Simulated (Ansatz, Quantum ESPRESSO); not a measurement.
# Cl-SiC-Cl chair, 1 layer: response to a perpendicular field, part 4 of 5

Wanted: polarisability and gap of Cl-SiC-Cl chair, 1 layer against a perpendicular field.

Quantum ESPRESSO 7.5; plane-wave DFT, PBE, SG15 norm-conserving pseudopotentials; geometry and cross-check by Ansatz 0.2.0 with PAW datasets.

So far. Step 6 (Ground state: field 0.1 V/Å): The dipole goes from -0.0090 to 0.0196 e Å, 0.2867 e Å per V/Å. Step 7 (Electrostatic potential): The slope in the vacuum is 0.100 eV/Å for an applied 0.10 V/Å, as it should be.

**8. Self-consistent run: field 0.2 V/Å**

File f2.in:

```
&control
  prefix = 'f2'
  outdir = './out'
  pseudo_dir = './pseudo'
  calculation = 'scf'
  tprnfor = .true.
  tefield = .true.
  dipfield = .true.
/
&system
  ibrav = 0
  nat = 4
  ntyp = 3
  ecutwfc = 60
  ecutrho = 240
  occupations = 'smearing'
  smearing = 'fd'
  degauss = 0.004
  edir = 3
  emaxpos = 0.97
  eopreg = 0.04
  eamp = 0.00388938
/
&electrons
  conv_thr = 1e-09
  mixing_beta = 0.4
  electron_maxstep = 120
  mixing_mode = 'plain'
  startingpot = 'file'
/
ATOMIC_SPECIES
  Cl  35.4500  Cl_ONCV_PBE-1.2.upf
  C   12.0110  C_ONCV_PBE-1.2.upf
  Si  28.0850  Si_ONCV_PBE-1.2.upf
CELL_PARAMETERS angstrom
  3.27602183406676 -0.00000000000000 -0.00000000000000
  -1.63801091703338 2.83711813165431 0.00000000000000
  -0.00000000000000 -0.00000000000000 21.53333333330000
ATOMIC_POSITIONS crystal
  Cl  0.666666666667 0.333333333333 0.395525486064
  C   0.666666666667 0.333333333333 0.480774147586
  Si  0.333333333333 0.666666666667 0.506209546039
  Cl  0.333333333333 0.666666666667 0.601236950311
K_POINTS automatic
  12 12 1 0 0 0
```

The run is started by

```console
cp -r out/f0.save out/f2.save
OMP_NUM_THREADS=1 mpirun -n 4 pw.x -nk 4 -in f2.in > f2.out
```

What it wrote:

```text
[banner, memory and clock lines left out]
Program PWSCF v.7.5 starts
[...]
number of electrons       =        22.00
     number of Kohn-Sham states=           15
     kinetic-energy cutoff     =      60.0000  Ry
     charge density cutoff     =     240.0000  Ry
[...]
number of k points=    74  Fermi-Dirac smearing, width (Ry)=  0.0040
[...]
Dense  grid:    84897 G-vectors     FFT dimensions: (  32,  32, 216)
     The initial density is read from file :
[...]
Starting wfcs are random
[...]
estimated scf accuracy    <       0.01323553 Ry
[...]
estimated scf accuracy    <       0.03010813 Ry
[...]
estimated scf accuracy    <       0.00006418 Ry
[...]
estimated scf accuracy    <       0.00000339 Ry
[...]
estimated scf accuracy    <       0.00000015 Ry
[...]
estimated scf accuracy    <       0.00000004 Ry
[...]
estimated scf accuracy    <       0.00000001 Ry
[...]
estimated scf accuracy    <          1.9E-09 Ry
[...]
Computed dipole along edir(3) :
        Dipole                0.0913 Ry au,          0.2321 Debye
        Dipole field          0.0008 Ry au,
        E field amplitude [Ha a.u.]:  3.8894E-03
        Potential amp.        0.2375 Ry
        Total length         39.0644 bohr
[...]
the Fermi energy is    -0.7420 ev
!    total energy              =     -79.73776685 Ry
     estimated scf accuracy    <          2.9E-10 Ry
     smearing contrib. (-TS)   =      -0.00000000 Ry
     internal energy E=F+TS    =     -79.73776685 Ry
[...]
one-electron contribution =    -618.60910350 Ry
     hartree contribution      =     313.83005646 Ry
     xc contribution           =     -17.54609941 Ry
     ewald contribution        =     242.58801232 Ry
     electric field correction =      -0.00063272 Ry
     convergence has been achieved in   9 iterations
[...]
Total force =     0.005697     Total SCF correction =     0.000049
[...]
```

Wall time 55 s (4 MPI ranks of Intel Xeon Platinum 8488C (Sapphire Rapids), shared host); peak memory 0.59 GiB.

Numbers from this step:

```
free energy                          : -1084.8876 eV
Fermi energy                         : -0.742 eV
dipole along the normal              : 0.04832 e·Å
valence top, on the run's zero       : -1.854 eV
conduction bottom, on the run's zero : 0.4067 eV
gap by band count                    : 2.261 eV
```

The dipole goes from -0.0090 to 0.0483 e Å, 0.2868 e Å per V/Å.

**9. Electrostatic potential**

File f2.pot.in:

```
&inputpp
  prefix = 'f2'
  outdir = './out'
  filplot = 'f2.pot.dat'
  plot_num = 11
/
```

The run is started by

```console
OMP_NUM_THREADS=1 mpirun -n 4 pp.x -in f2.pot.in > f2.pot.out
```

Run time: 1.6 s. Hardware: 4 MPI ranks; peak memory 0.11 GiB; 4.1 s of CPU time.

This step gave:

```
slope of the potential above                                          : 0.2000 eV/Å
upper vacuum line continued to the top atoms, over the valence top    : 5.612 eV
slope of the potential below                                          : 0.2000 eV/Å
lower vacuum line continued to the bottom atoms, over the valence top : 5.667 eV
```

The slope in the vacuum is 0.200 eV/Å for an applied 0.20 V/Å, as it should be.

**10. Bands along a path: field 0.2 V/Å**

File f2.bands.in:

```
&control
  prefix = 'f2.bands'
  outdir = './out'
  pseudo_dir = './pseudo'
  calculation = 'bands'
  tefield = .true.
  dipfield = .true.
/
&system
  ibrav = 0
  nat = 4
  ntyp = 3
  ecutwfc = 60
  ecutrho = 240
  occupations = 'smearing'
  smearing = 'fd'
  degauss = 0.004
  edir = 3
  emaxpos = 0.97
  eopreg = 0.04
  eamp = 0.00388938
  nbnd = 17
/
&electrons
  conv_thr = 1e-07
  mixing_beta = 0.4
  electron_maxstep = 120
  mixing_mode = 'local-TF'
/
ATOMIC_SPECIES
  Cl  35.4500  Cl_ONCV_PBE-1.2.upf
  C   12.0110  C_ONCV_PBE-1.2.upf
  Si  28.0850  Si_ONCV_PBE-1.2.upf
CELL_PARAMETERS angstrom
  3.27602183406676 -0.00000000000000 -0.00000000000000
  -1.63801091703338 2.83711813165431 0.00000000000000
  -0.00000000000000 -0.00000000000000 21.53333333330000
ATOMIC_POSITIONS crystal
  Cl  0.666666666667 0.333333333333 0.395525486064
  C   0.666666666667 0.333333333333 0.480774147586
  Si  0.333333333333 0.666666666667 0.506209546039
  Cl  0.333333333333 0.666666666667 0.601236950311
K_POINTS crystal_b
4
  0.0000000000 0.0000000000 0.0000000000 14
  0.5000000000 0.0000000000 0.0000000000 14
  0.3333333333 0.3333333333 0.0000000000 14
  0.0000000000 0.0000000000 0.0000000000 1
```

The run is started by

```console
cp -r out/f2.save out/f2.bands.save
cp out/f2.xml out/f2.bands.xml
OMP_NUM_THREADS=1 mpirun -n 4 pw.x -nk 4 -in f2.bands.in > f2.bands.out
```

What it wrote:

```text
[banner, memory and clock lines left out]
Program PWSCF v.7.5 starts
[citation notice left out]

[...]
bravais-lattice index     =            0
     lattice parameter (alat)  =       6.1908  a.u.
     unit-cell volume          =    1350.6166 (a.u.)^3
     number of atoms/cell      =            4
     number of atomic types    =            3
     number of electrons       =        22.00
     number of Kohn-Sham states=           17
     kinetic-energy cutoff     =      60.0000  Ry
     charge density cutoff     =     240.0000  Ry
     Exchange-correlation= PBE
                           (   1   4   3   4   0   0   0)

[...]
PseudoPot. # 1 for Cl read from file:
     ./pseudo/Cl_ONCV_PBE-1.2.upf
     Pseudo is Norm-conserving, Zval =  7.0
     Generated using ONCVPSP code by D. R. Hamann
     Using radial grid of  602 points,  4 beta functions with:
                l(1) =   0
                l(2) =   0
                l(3) =   1
                l(4) =   1

     PseudoPot. # 2 for C  read from file:
     ./pseudo/C_ONCV_PBE-1.2.upf
     Pseudo is Norm-conserving, Zval =  4.0
     Generated using ONCVPSP code by D. R. Hamann
     Using radial grid of  602 points,  4 beta functions with:
                l(1) =   0
                l(2) =   0
                l(3) =   1
                l(4) =   1

     PseudoPot. # 3 for Si read from file:
     ./pseudo/Si_ONCV_PBE-1.2.upf
     Pseudo is Norm-conserving, Zval =  4.0
     Generated using ONCVPSP code by D. R. Hamann
     Using radial grid of  602 points,  4 beta functions with:
                l(1) =   0
                l(2) =   0
                l(3) =   1
                l(4) =   1

     atomic species   valence    mass     pseudopotential
     Cl                7.00    35.45000     Cl( 1.00)
     C                 4.00    12.01100     C ( 1.00)
     Si                4.00    28.08500     Si( 1.00)

     No symmetry found

[...]
number of k points=    43  Fermi-Dirac smearing, width (Ry)=  0.0040
[...]
Dense  grid:    84897 G-vectors     FFT dimensions: (  32,  32, 216)

     The potential is recalculated from file :
     ./out/f2.bands.save/charge-density

     Adding external electric field

     Computed dipole along edir(3) :
        Dipole                0.0913 Ry au,          0.2321 Debye
        Dipole field          0.0008 Ry au,

        E field amplitude [Ha a.u.]:  3.8894E-03
        Potential amp.        0.2375 Ry
        Total length         39.0644 bohr

     Starting wfcs are random

     Band Structure Calculation
     Davidson diagonalization with overlap

     ethr =  4.55E-10,  avg # of iterations = 56.3

     End of band structure calculation

          k = 0.0000 0.0000 0.0000 ( 10691 PWs)   bands (ev):

   -18.8077 -17.7958 -14.3236  -8.7856  -6.0990  -4.6998  -4.6998  -3.0388
    -3.0388  -1.8545  -1.8545   0.4066   1.2912   2.8781   3.6141   3.8422
     3.8422

          k = 0.0357 0.0206 0.0000 ( 10649 PWs)   bands (ev):

   -18.7967 -17.7872 -14.3101  -8.7780  -6.0993  -4.7890  -4.7202  -3.0901
    -3.0487  -1.9150  -1.8659   0.4584   1.3427   2.9002   3.6226   3.7948
     3.8924

[...]
```

Elapsed: 31 s, on 4 MPI ranks; peak memory 0.36 GiB.

Read from the output:

| Property | Result |
| --- | --- |
| valence top, on the run's zero | -1.855 eV |
| conduction bottom, on the run's zero | 0.4066 eV |

Band numbers count within the set of bands kept for display. Electronic bands along the path, in eV, zero at the highest filled level of the SCF mesh; v1 is the highest filled band, c1 the lowest empty one:

| point | v4 | v3 | v2 | v1 | c1 | c2 | c3 | c4 |
| --- | --- | --- | --- | --- | --- | --- | --- | --- |
| Γ | -1.18 | -1.18 | 0.00 | 0.00 | 2.26 | 3.15 | 4.73 | 5.47 |
| halfway | -2.79 | -1.88 | -1.57 | -0.41 | 2.94 | 3.66 | 5.52 | 5.97 |
| M | -3.76 | -3.17 | -1.91 | -0.76 | 2.42 | 3.76 | 5.04 | 7.03 |
| halfway | -3.70 | -3.05 | -2.45 | -1.47 | 3.81 | 4.11 | 5.35 | 6.58 |
| K | -3.69 | -3.09 | -2.51 | -2.38 | 4.03 | 5.20 | 5.59 | 6.96 |
| halfway | -2.88 | -2.32 | -1.66 | -0.84 | 3.30 | 4.68 | 5.35 | 5.64 |
| Γ | -1.18 | -1.18 | 0.00 | 0.00 | 2.26 | 3.15 | 4.73 | 5.47 |

Upper empty bands that drop with the field can be states of the vacuum, held by the sawtooth; they depend on the cell's width.

Along this path the valence top lies at Γ and the conduction bottom at Γ.

**11. Self-consistent run: field 0.4 V/Å**

f3.in, as its differences from the input of step 8:

```diff
@@ -1,3 +1,3 @@
 &control
-  prefix = 'f2'
+  prefix = 'f3'
   outdir = './out'
@@ -21,3 +21,3 @@
   eopreg = 0.04
-  eamp = 0.00388938
+  eamp = 0.00777876
 /
```

The run is started by

```console
cp -r out/f0.save out/f3.save
OMP_NUM_THREADS=1 mpirun -n 4 pw.x -nk 4 -in f3.in > f3.out
```

What it wrote:

```text
[banner, memory and clock lines left out]
Program PWSCF v.7.5 starts
[...]
number of electrons       =        22.00
     number of Kohn-Sham states=           15
     kinetic-energy cutoff     =      60.0000  Ry
     charge density cutoff     =     240.0000  Ry
[...]
number of k points=    74  Fermi-Dirac smearing, width (Ry)=  0.0040
[...]
Dense  grid:    84897 G-vectors     FFT dimensions: (  32,  32, 216)
     The initial density is read from file :
[...]
Starting wfcs are random
[...]
estimated scf accuracy    <       0.05430663 Ry
[...]
estimated scf accuracy    <       0.12701442 Ry
[...]
estimated scf accuracy    <       0.00039416 Ry
[...]
estimated scf accuracy    <       0.00001870 Ry
[...]
estimated scf accuracy    <       0.00000204 Ry
[...]
estimated scf accuracy    <       0.00000022 Ry
[...]
estimated scf accuracy    <       0.00000002 Ry
[...]
estimated scf accuracy    <          1.4E-09 Ry
[...]
Computed dipole along edir(3) :
        Dipole                0.1998 Ry au,          0.5079 Debye
        Dipole field          0.0019 Ry au,
        E field amplitude [Ha a.u.]:  7.7788E-03
        Potential amp.        0.4625 Ry
        Total length         39.0644 bohr
[...]
the Fermi energy is    -0.7220 ev
!    total energy              =     -79.73889966 Ry
     estimated scf accuracy    <          4.6E-10 Ry
     smearing contrib. (-TS)   =      -0.00000000 Ry
     internal energy E=F+TS    =     -79.73889966 Ry
[...]
one-electron contribution =    -618.61033415 Ry
     hartree contribution      =     313.83211450 Ry
     xc contribution           =     -17.54595490 Ry
     ewald contribution        =     242.58801232 Ry
     electric field correction =      -0.00273743 Ry
     convergence has been achieved in   9 iterations
[...]
Total force =     0.008924     Total SCF correction =     0.000069
[...]
```

It took 57 s on 4 MPI ranks; peak memory 0.59 GiB; 3.8 min of CPU time.

Numbers from this step:

```
free energy                          : -1084.9030 eV
Fermi energy                         : -0.722 eV
dipole along the normal              : 0.1057 e·Å
valence top, on the run's zero       : -1.866 eV
conduction bottom, on the run's zero : 0.3905 eV
gap by band count                    : 2.257 eV
```

The dipole goes from -0.0090 to 0.1057 e Å, 0.2869 e Å per V/Å.

**12. Potential by pp.x**

File f3.pot.in:

```
&inputpp
  prefix = 'f3'
  outdir = './out'
  filplot = 'f3.pot.dat'
  plot_num = 11
/
```

The run is started by

```console
OMP_NUM_THREADS=1 mpirun -n 4 pp.x -in f3.pot.in > f3.pot.out
```

The job ended after 1.4 s (4 MPI ranks; peak memory 0.11 GiB; 4.3 s of CPU time).

This step gave:

| Property | Result |
| --- | --- |
| slope of the potential above | 0.4000 eV/Å |
| upper vacuum line continued to the top atoms, over the valence top | 5.537 eV |
| slope of the potential below | 0.4000 eV/Å |
| lower vacuum line continued to the bottom atoms, over the valence top | 5.824 eV |

The slope in the vacuum is 0.400 eV/Å for an applied 0.40 V/Å, as it should be.

Each curve counts from the valence top of its own run.

The potential energy (potential at 0 V/Å) oscillates, so the rows of the table below give means over windows of 2.79 Å about each position, cut where the curve ends. Its maxima inside the range that stand out by 2 % of the span (Å: eV): 9.5: 1.12, 12.1: 1.31. Its minima: 8.5: -17.6, 10.9: -22.5, 13.0: -18.0.

The runs together. The potential energy by z; means over each step:

| z (Å) | potential at 0 V/Å (eV) | potential at 0.1 V/Å (eV) | potential at 0.2 V/Å (eV) | potential at 0.4 V/Å (eV) |
| --- | --- | --- | --- | --- |
| 1.40 | 5.51 | 4.90 | 4.28 | 3.04 |
| 4.19 | 5.51 | 5.16 | 4.80 | 4.09 |
| 6.98 | 3.01 | 2.92 | 2.83 | 2.64 |
| 9.77 | -10.1 | -10.1 | -10.1 | -10.1 |
| 12.56 | -4.86 | -4.81 | -4.76 | -4.68 |
| 15.35 | 5.56 | 5.76 | 5.96 | 6.37 |
| 18.14 | 5.69 | 6.17 | 6.65 | 7.61 |
| 20.93 | 5.67 | 6.24 | 6.81 | 7.95 |

**13. Band structure: field 0.4 V/Å**

f3.bands.in, as its differences from the input of step 10:

```diff
@@ -1,3 +1,3 @@
 &control
-  prefix = 'f2.bands'
+  prefix = 'f3.bands'
   outdir = './out'
@@ -20,3 +20,3 @@
   eopreg = 0.04
-  eamp = 0.00388938
+  eamp = 0.00777876
   nbnd = 17
```

The run is started by

```console
cp -r out/f3.save out/f3.bands.save
cp out/f3.xml out/f3.bands.xml
OMP_NUM_THREADS=1 mpirun -n 4 pw.x -nk 4 -in f3.bands.in > f3.bands.out
```

What it wrote:

```text
[banner, memory and clock lines left out]
Program PWSCF v.7.5 starts
[citation notice left out]

[...]
bravais-lattice index     =            0
     lattice parameter (alat)  =       6.1908  a.u.
     unit-cell volume          =    1350.6166 (a.u.)^3
     number of atoms/cell      =            4
     number of atomic types    =            3
     number of electrons       =        22.00
     number of Kohn-Sham states=           17
     kinetic-energy cutoff     =      60.0000  Ry
     charge density cutoff     =     240.0000  Ry
     Exchange-correlation= PBE
                           (   1   4   3   4   0   0   0)

[...]
PseudoPot. # 1 for Cl read from file:
     ./pseudo/Cl_ONCV_PBE-1.2.upf
     Pseudo is Norm-conserving, Zval =  7.0
     Generated using ONCVPSP code by D. R. Hamann
     Using radial grid of  602 points,  4 beta functions with:
                l(1) =   0
                l(2) =   0
                l(3) =   1
                l(4) =   1

     PseudoPot. # 2 for C  read from file:
     ./pseudo/C_ONCV_PBE-1.2.upf
     Pseudo is Norm-conserving, Zval =  4.0
     Generated using ONCVPSP code by D. R. Hamann
     Using radial grid of  602 points,  4 beta functions with:
                l(1) =   0
                l(2) =   0
                l(3) =   1
                l(4) =   1

     PseudoPot. # 3 for Si read from file:
     ./pseudo/Si_ONCV_PBE-1.2.upf
     Pseudo is Norm-conserving, Zval =  4.0
     Generated using ONCVPSP code by D. R. Hamann
     Using radial grid of  602 points,  4 beta functions with:
                l(1) =   0
                l(2) =   0
                l(3) =   1
                l(4) =   1

     atomic species   valence    mass     pseudopotential
     Cl                7.00    35.45000     Cl( 1.00)
     C                 4.00    12.01100     C ( 1.00)
     Si                4.00    28.08500     Si( 1.00)

     No symmetry found

[...]
number of k points=    43  Fermi-Dirac smearing, width (Ry)=  0.0040
[...]
Dense  grid:    84897 G-vectors     FFT dimensions: (  32,  32, 216)

     The potential is recalculated from file :
     ./out/f3.bands.save/charge-density

     Adding external electric field

     Computed dipole along edir(3) :
        Dipole                0.1998 Ry au,          0.5079 Debye
        Dipole field          0.0019 Ry au,

        E field amplitude [Ha a.u.]:  7.7788E-03
        Potential amp.        0.4625 Ry
        Total length         39.0644 bohr

     Starting wfcs are random

     Band Structure Calculation
     Davidson diagonalization with overlap

     ethr =  4.55E-10,  avg # of iterations = 59.9

     End of band structure calculation

          k = 0.0000 0.0000 0.0000 ( 10691 PWs)   bands (ev):

   -18.8192 -17.7309 -14.3157  -8.7665  -6.0580  -4.7005  -4.7005  -2.9685
    -2.9685  -1.8662  -1.8662   0.3905   1.2511   2.0375   3.2060   3.8669
     3.8669

          k = 0.0357 0.0206 0.0000 ( 10649 PWs)   bands (ev):

   -18.8083 -17.7222 -14.3023  -8.7590  -6.0583  -4.7893  -4.7208  -3.0202
    -2.9788  -1.9267  -1.8773   0.4403   1.3045   2.0612   3.2254   3.8124
     3.9171

[...]
```

Elapsed: 31 s, on 4 MPI ranks; peak memory 0.36 GiB; 2 min of CPU time.

Band numbers count within the set of bands kept for display. The electronic bands at the labelled points (eV, zero at the highest filled level of the SCF mesh; v1 is the highest filled band, c1 the lowest empty one):

| point | v4 | v3 | v2 | v1 | c1 | c2 | c3 | c4 |
| --- | --- | --- | --- | --- | --- | --- | --- | --- |
| Γ | -1.10 | -1.10 | 0.00 | 0.00 | 2.26 | 3.12 | 3.90 | 5.07 |
| halfway | -2.71 | -1.88 | -1.49 | -0.41 | 2.95 | 3.66 | 5.01 | 5.65 |
| M | -3.70 | -3.16 | -1.84 | -0.75 | 2.45 | 3.76 | 5.09 | 7.08 |
| halfway | -3.64 | -3.03 | -2.38 | -1.46 | 3.82 | 4.12 | 5.40 | 6.63 |
| K | -3.63 | -3.01 | -2.51 | -2.37 | 4.03 | 5.25 | 5.64 | 6.98 |
| halfway | -2.80 | -2.31 | -1.60 | -0.84 | 3.29 | 4.69 | 5.34 | 5.42 |
| Γ | -1.10 | -1.10 | 0.00 | 0.00 | 2.26 | 3.12 | 3.90 | 5.07 |

Upper empty bands that drop with the field can be states of the vacuum, held by the sawtooth; they depend on the cell's width.

Along this path the valence top lies at Γ and the conduction bottom at Γ.

**14. Valence density**

plot_num = 0 writes the valence density.

File f0.rho.in:

```
&inputpp
  prefix = 'f0'
  outdir = './out'
  filplot = 'f0.rho.dat'
  plot_num = 0
/
```

The run is started by

```console
OMP_NUM_THREADS=1 mpirun -n 4 pp.x -in f0.rho.in > f0.rho.out
```

What it wrote:

```text
[banner, memory and clock lines left out]
Program POST-PROC v.7.5 starts

          URL

     ./out/f0.save/

     IMPORTANT: XC functional enforced from input :
     Exchange-correlation= PBE
                           (   1   4   3   4   0   0   0)
     Any further DFT definition will be discarded
     Please, verify this is what you really want

     Adding external electric field

     Computed dipole along edir(3) :
        Dipole               -0.0171 Ry au,         -0.0434 Debye
        Dipole field         -0.0002 Ry au,

        Potential amp.        0.0124 Ry
        Total length         39.0644 bohr

     Calling punch_plot, plot_num =   0
     Writing data to file  f0.rho.dat
     Message from routine chdens:
     namelist plot not found or invalid, exiting
```

The job ended after 1.4 s (4 MPI ranks; peak memory 0.11 GiB).

Read from the output:

- electrons by integration: 22.00 e

The valence density, planar mean oscillates, so the rows of the table below give means over windows of 1 Å about each position, cut where the curve ends. Its maxima inside the range that stand out by 2 % of the span (Å: e/Å³): 8.5: 0.554, 10.5: 0.571, 13.0: 0.533. Its minima: 9.6: 0.219, 11.7: 0.177.

Mean over planes. Table of valence density, planar mean by z; means over each step:

| z (Å) | valence density, planar mean (e/Å³) |
| --- | --- |
| 5 | 1.7e-5 |
| 6 | 6.0e-4 |
| 7 | 0.0239 |
| 8 | 0.351 |
| 9 | 0.390 |
| 10 | 0.381 |
| 11 | 0.364 |
| 12 | 0.254 |
| 13 | 0.483 |
| 14 | 0.116 |
| 15 | 0.00361 |
| 16 | 9.9e-5 |
| 17 | 3.0e-6 |

Valence density in the ca plane at fractional y = 0.333, with atoms of Cl and C within 0.2 Å of it. It is the smooth field of the valence electrons, not physical close to the nuclei.

Ten even steps from '0' (0.0 e/Å³) to '9' (1.7 e/Å³), each cell a mean:
```
00000000000000136632244310001100000000000000
00000000000000279974478520000000000000000000
00000000000000387786766620000000000000000000
00000000000000279985689620000000000000000000
00000000000000158853356410000000000000000000
00000000000000013321123210011110000000000000
00000000000000000000011111112320000000000000
00000000000000000000011111123321000000000000
00000000000000011110012210012210000000000000
```
Columns run along c (16.0 Å, from fractional 0.12 to 0.87 of the cell), rows up along a (3.3 Å). Atoms in or near the plane, at fractional coordinates: Cl at (0.40, 0.67), C at (0.48, 0.67).

The density integrates to 22.000 electrons, as the 22 of the input ask.

[end of part 4 of 5]

[Logs are printed without paths, hosts, clocks, repeated set-up lines and the standing remarks that a program may print on its own settings, such as how far it seeks lower states.]

[Hosts, paths, dates, database ids (printed as entryN), source tags and the programs' standing remarks are cut or masked in the printed files.]

[Maps of the electrostatic potential energy from Ansatz leave out the sawtooth potential of an applied field or a dipole correction, so their vacuum need not be flat; planar profiles and work functions include it.]
